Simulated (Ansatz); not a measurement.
# How Ba(110) screens a field, part 2 of 2

Aim: image plane and induced charge of Ba(110).

Ansatz 0.2.0; plane-wave DFT, PBE, Ansatz PAW.

So far. Step 6 (Atoms held, field -0.1 V/Å): The dipole is -0.337 e·Å. Step 7 (Single point, field 0.15 V/Å): The dipole is 0.506 e·Å.

## Step 8: The response

This step: plane-wave DFT, PBE, Ansatz PAW; screening of a field by a metal slab (Ansatz 0.2.0).

The dipoles give the slope, and the difference of two potentials shows where the field is screened.

This step gave:

```yaml
equivalent_conductor_thickness_p_eps_0ae: 34.24 Å
distance_between_the_outer_atoms: 28.40 Å
inner_field_over_outer_field: 5.18e-5
image_plane_upper_face: 2.900 Å
induced_electrons_on_the_upper_face_over_eps_0e: -0.9952
image_plane_lower_face: 2.900 Å
induced_electrons_on_the_lower_face_over_eps_0e: 0.9952
```

Dipole of the cell against applied field:

```
applied field (V/Å)  dipole of the cell (e·Å)
             -0.100                    -0.337
             -0.030                    -0.101
              0.000                         0
              0.030                     0.101
              0.100                     0.337
              0.150                     0.506
```

Local field over the applied field, running mean. From the potentials at -0.03 and 0.03 V/Å; running mean over 3.55 Å. Local field over applied field against z:

z (Å), local field over applied field and a bar from the least value:
```
        5      0.832 ##############################
        6      0.579 #####################
        7      0.262 ###########
        8      0.038 ###
        9     -0.054 
       10     -0.025 #
       11      0.011 ##
       12      0.003 ##
       13     -0.002 ##
       14      0.001 ##
       15      0.003 ##
       16      0.001 ##
       17      0.000 ##
       18      0.000 ##
       19      0.000 ##
       20      0.000 ##
       21      0.000 ##
       22      0.000 ##
       23      0.000 ##
       24      0.000 ##
       25      0.000 ##
       26      0.000 ##
       27      0.000 ##
       28      0.000 ##
       29      0.000 ##
       30      0.000 ##
       31      0.002 ##
       32      0.003 ##
       33     -0.001 ##
       34     -0.001 ##
       35      0.010 ##
       36     -0.004 ##
       37     -0.053 
       38     -0.015 #
       39      0.157 #######
       40      0.451 #################
       41      0.748 ###########################
```

Electrons, planar mean, per unit field. Induced electron density against z:

z (Å), induced electron density (e/Å³ per V/Å) and a bar from the least value:
```
        5    0.00063 #################
        6    0.00188 ########################
        7    0.00307 ##############################
        8    0.00086 ###################
        9   -0.00147 #######
       10    0.00003 ##############
       11    0.00028 ################
       12    0.00001 ##############
       13   -0.00011 ##############
       14    0.00001 ##############
       15    0.00004 ##############
       16    0.00001 ##############
       17   -0.00002 ##############
       18    0.00000 ##############
       19    0.00000 ##############
       20    0.00001 ##############
       21    0.00000 ##############
       22    0.00000 ##############
       23    0.00000 ##############
       24    0.00000 ##############
       25    0.00000 ##############
       26    0.00000 ##############
       27   -0.00001 ##############
       28    0.00000 ##############
       29    0.00000 ##############
       30    0.00001 ##############
       31   -0.00004 ##############
       32   -0.00003 ##############
       33    0.00009 ###############
       34    0.00009 ###############
       35   -0.00022 #############
       36   -0.00022 #############
       37    0.00096 ###################
       38    0.00053 #################
       39   -0.00277 
       40   -0.00254 #
       41   -0.00101 #########
```

By hand: between -0.03 and 0.03 V/Å the dipole changes by 0.2023 e·Å, a slope of 3.371 e·Å²/V. A perfect conductor of thickness t has p = ε₀AEt, so t = 180.95 × 3.371 / 17.819 = 34.23 Å (e/ε₀ = 180.95 V·Å, A in Å²). Less the 28.40 Å between the outer atoms, and halved, that puts each image plane 2.92 Å out.

The induced dipole is that of a conductor 34.24 Å thick.

## Step 9: The same run with other settings: efield.amplitude = -0.3

This step: plane-wave DFT, PBE, Ansatz PAW (Ansatz 0.2.0).

A run with a changed input: it repeats the earlier run at 0.03 V/Å with efield.amplitude from 0.03 to -0.3.

File input.yaml:

```yaml
crystal:
  lattice:
    - [3.5496760416, -2.51, 0.0]
    - [3.5496760416, 2.51, 0.0]
    - [0.0, 0.0, 46.3974083325]
  atoms:
    - { symbol: Ba, position: [0.0, 0.0, 0.1939763518] }
    - { symbol: Ba, position: [0.5, 0.5, 0.2704822638] }
    - { symbol: Ba, position: [0.0, 0.0, 0.3469881759] }
    - { symbol: Ba, position: [0.5, 0.5, 0.4234940879] }
    - { symbol: Ba, position: [0.0, 0.0, 0.5] }
    - { symbol: Ba, position: [0.5, 0.5, 0.5765059121] }
    - { symbol: Ba, position: [0.0, 0.0, 0.6530118241] }
    - { symbol: Ba, position: [0.5, 0.5, 0.7295177362] }
    - { symbol: Ba, position: [0.0, 0.0, 0.8060236482] }
kpoints:
  mp_grid: { grid: [12, 12, 1] }
hamiltonian:
  xc: pbe
scf:
  occupations: { method: fermi_dirac, width: 0.1 }
  convergence: { dr2_threshold: 1.0e-10 }
efield:
  axis: 3
  dipole_correction: true
  ramp_position: 0.97
  ramp_width: 0.06
  amplitude: -0.3
output:
  forces: true
  write_potential: true
  write_density: true
  volumetric_format: npy
```

Launch:

```console
$ ansatz run input.yaml --threads 4 --pin off --max-ram 6144MiB --backend cpu --events-out ev --progress --plain --runs-dir out
```

The program printed:

```text
[...]
Crystal: 9 atoms, lattice volume = 826.773 Å³
Basis set: ecut = 420 eV, 16201 PW (Γ), exchange–correlation on 60×60×640 points (8 copies of the dense FFT grid, shifted against one another)
Bands: 54, of which v1, the nominal top of the filled ones, is band 45 counted from 1 (44 counted from 0)
Symmetry: 4 space group operations
k-points: 43 of 144
[...]
SCF iter   1: F=—  HF=-53546.390741 eV  |F-HF|=—  |Δ(HF+E_count)|=         —  Δρ=6.23e-3  dr2=2.07e1  ethr=3.10e-3  p=-0.951 e·Å  D=-2.08e-1 V/Å  ΔV_dip=9.65 eV  dr2_dipole=1.45e-5  V_vac-E_F(+/−)=3.20/6.48 eV  ⟨swp⟩=17.3  Hψ=39611  notcnv=0
[...]
SCF iter  16: F=-53545.509680 eV  HF=-53545.509680 eV  |F-HF|=0.00e0  |Δ(HF+E_count)|=  7.28e-12  Δρ=9.34e-9  dr2=7.97e-12  ethr=1.00e-12  p=-1.014 e·Å  D=-2.22e-1 V/Å  ΔV_dip=10.30 eV  dr2_dipole=2.06e-13  V_vac-E_F(+/−)=1.11/3.75 eV  ⟨swp⟩=7.1  Hψ=12095  notcnv=0
WARN: efield: at this solve's end the planar-averaged density reaches 1.66e-5 e/Å³ inside the ramp window [0.9484, 0.0516] (bound 1e-5 e/Å³); the window's nearer edge stands 6.61 Å from this solve's nearest atom along the axis. Its free energy, forces, stress, dipole, levels and responses can be off, and this figure does not tell by how much. A short vacuum, a low `basis.ecutwfc` or `basis.ecutrho_ratio` and negative occupations (`scf.occupations.method`) can put density there. See the manual's quickstart, § The vacuum guard
SCF 1 converged in 16 iterations: F = -53545.509680 eV  dr2 = 7.97e-12
[...]
SCF converged after 16 iterations
Free energy (F): -53545.509680 eV
[...]
Internal energy: -53545.083250 eV  (E = F + TS)
E sigma→0 (E₀):  -53545.296465 eV
Entropy (-TS):   -0.426430 eV (-47.381 meV/atom)
Fermi energy:    3.292879 eV
Dipole field:    D = -0.222007 V/Å  (p = -1.014360 e·Å, saw-weighted, corrected)
Work function:   not extracted (applied field tilts the vacuum); planar V_es + V_field profile in the machine report
[...]
Vacuum region:   at the solve's end the planar-averaged density reaches 1.66e-5 e/Å³ inside the ramp window [0.9484, 0.0516] (bound 1e-5 e/Å³)
[...]
--- Forces (eV/Å), atoms counted from 1 ---
  atom   1  Ba     0.00000000     0.00000000     0.05372622
  atom   2  Ba     0.00000000     0.00000000    -0.06827329
  atom   3  Ba     0.00000000     0.00000000     0.00938327
  atom   4  Ba     0.00000000     0.00000000    -0.00191895
  atom   5  Ba     0.00000000     0.00000000    -0.00003435
  atom   6  Ba     0.00000000     0.00000000     0.00207784
  atom   7  Ba     0.00000000     0.00000000    -0.00919348
  atom   8  Ba     0.00000000     0.00000000     0.06300307
  atom   9  Ba     0.00000000     0.00000000    -0.04884078
  max |Σ_I F_I| component: 7.05e-5 eV/Å
--- Band table (eV; the first three rows and the last of 43) ---
  k-point 0: bands = [... 41 lower, 1.7908, 2.0725, 2.2676, 2.3697, 3.5536, 3.8814, 3.9841, 4.0127, ... 14 higher]
  k-point 1: bands = [... 41 lower, 1.8780, 2.1635, 2.3631, 2.4677, 3.5827, 3.8855, 3.9838, 4.0095, ... 14 higher]
  k-point 2: bands = [... 41 lower, 2.1097, 2.4047, 2.6216, 2.7378, 3.6426, 3.8475, 3.9317, 3.9495, ... 14 higher]
  k-point 42: bands = [... 41 lower, 2.8141, 2.8621, 2.8895, 2.9138, 3.0098, 3.0161, 3.0170, 3.2140, ... 14 higher]
```

Wall time 2.2 min (4 threads of Arm Neoverse V2, shared host); peak memory 2.5 GiB.

Numbers from this step:

* energy at zero smearing: -53545.2965 eV
* dipole along the normal: -1.014 e·Å

Force by atom:

```
atom  x (eV/Å)  y (eV/Å)  z (eV/Å)    size
 Ba1    0.0000    0.0000    0.0537  0.0537
 Ba2    0.0000    0.0000   -0.0683  0.0683
 Ba3    0.0000    0.0000    0.0094  0.0094
 Ba4    0.0000    0.0000   -0.0019  0.0019
 Ba5    0.0000    0.0000    0.0000  0.0000
 Ba6    0.0000    0.0000    0.0021  0.0021
 Ba7    0.0000    0.0000   -0.0092  0.0092
 Ba8    0.0000    0.0000    0.0630  0.0630
 Ba9    0.0000    0.0000   -0.0488  0.0488
```

```
                     quantity  this run  earlier run  difference
dipole along the normal (e·Å)    -1.014       0.1011        -1.1
```

The applied field differs between the two, so the dipoles differ in any case.

## Step 10: Varying the input

An input spoilt on purpose, to show how the run answers: it repeats the earlier run at 0.03 V/Å with efield.ramp_position from 0.97 to 0.475, and scf.max_iter set to 100.

input.yaml, as its differences from that of step 9:

```diff
@@ -22,2 +22,3 @@
   convergence: { dr2_threshold: 1.0e-10 }
+  max_iter: 100
 efield:
@@ -25,5 +26,5 @@
   dipole_correction: true
-  ramp_position: 0.97
+  ramp_position: 0.475
   ramp_width: 0.06
-  amplitude: -0.3
+  amplitude: 0.03
 output:
```

The program printed:

```text
Engine: ansatz 0.2.0, aarch64-unknown-linux-gnu
Pseudopotentials: kind: paw
Pseudopotential: Ba, paw, valence charge 10, recommended cutoff 420 eV (normal), Ba.paw.azcp
Functional definition: PBE
  parameter kappa = 0.804
  parameter beta = 0.066725
  exchange = pbe_x(kappa = kappa, mu = beta*pi^2/3)
  correlation = pbe_c(beta = beta)
Crystal: 9 atoms, lattice volume = 826.773 Å³
Basis set: ecut = 420 eV, 16201 PW (Γ), exchange–correlation on 60×60×640 points (8 copies of the dense FFT grid, shifted against one another)
Bands: 54, of which v1, the nominal top of the filled ones, is band 45 counted from 1 (44 counted from 0)
Symmetry: 4 space group operations
k-points: 43 of 144
Non-local potential: Ba, projectors of the file, l = 0: 3, l = 1: 2, l = 2: 2, l = 3: 2
PAW form: soft (Blöchl's): semilocal exchange-correlation on the pseudo side does not see the compensation charge
PAW one-centre angular grid: Ba, 194 points (default); XC on 64 Gauss nodes
Initial density: superposition of atomic densities (neutral atoms: chi_scale 0, normalization atom, screened)
Initial wavefunctions: pseudopotential atomic-orbital guess
Functional: x = pbe(κ = 0.804, μ = 0.219515), c = pbe(β = 0.066725)
Error: efield: ion 4 (Ba) at fractional coordinate 0.5000 along the field axis lies inside the sawtooth ramp with 2 of the planes that the density is read on at each end, [0.4688, 0.5412] — the ramp must sit in vacuum (an ion there feels the fictitious reversed slope); set or move the ramp (efield.ramp_position / ramp_width) or move the geometry
```

It took 0.37 s on 4 threads; peak memory 1.2 GiB.

The input was rejected at the start.

The program's message: “Error: efield: ion 4 (Ba) at fractional coordinate 0.5000 along the field axis lies inside the sawtooth ramp with 2 of the planes that the density is read on at each end, [0.4688, 0.5412] — the ramp m …”

The fault put into the input: the ramp among the atoms.

## Step 11: Results

| Quantity | Value |
| --- | --- |
| work function | 2.44 eV |
| image plane, upper face | 2.90 Å |
| induced electrons on the upper face over ε₀E | -0.995 |
| equivalent conductor thickness p/(ε₀AE) | 34.2 Å |
| inner field over outer field | 5.2e-5 |

**Reading.** The induced charge has its centre 2.90 Å outside the outermost atoms; this is the plane from which a capacitor's gap or an image potential counts. The equivalent conductor thickness exceeds the distance between the outer atoms by 5.84 Å, about the sum of the two image-plane distances. In the middle of the slab the field is screened to under 0.5 % of its outer value. The atoms are held at bulk positions with the tabulated experimental lattice constant.

[Long decimals in the printed logs are rounded to 6 places.]

[Logs are printed without paths, hosts, clocks, repeated set-up lines and the standing remarks that a program may print on its own settings, such as how far it seeks lower states.]

[Hosts, paths, dates, database ids (printed as entryN), source tags and the programs' standing remarks are cut or masked in the printed files.]

[Maps of the electrostatic potential energy from Ansatz leave out the sawtooth potential of an applied field or a dipole correction, so their vacuum need not be flat; planar profiles and work functions include it.]
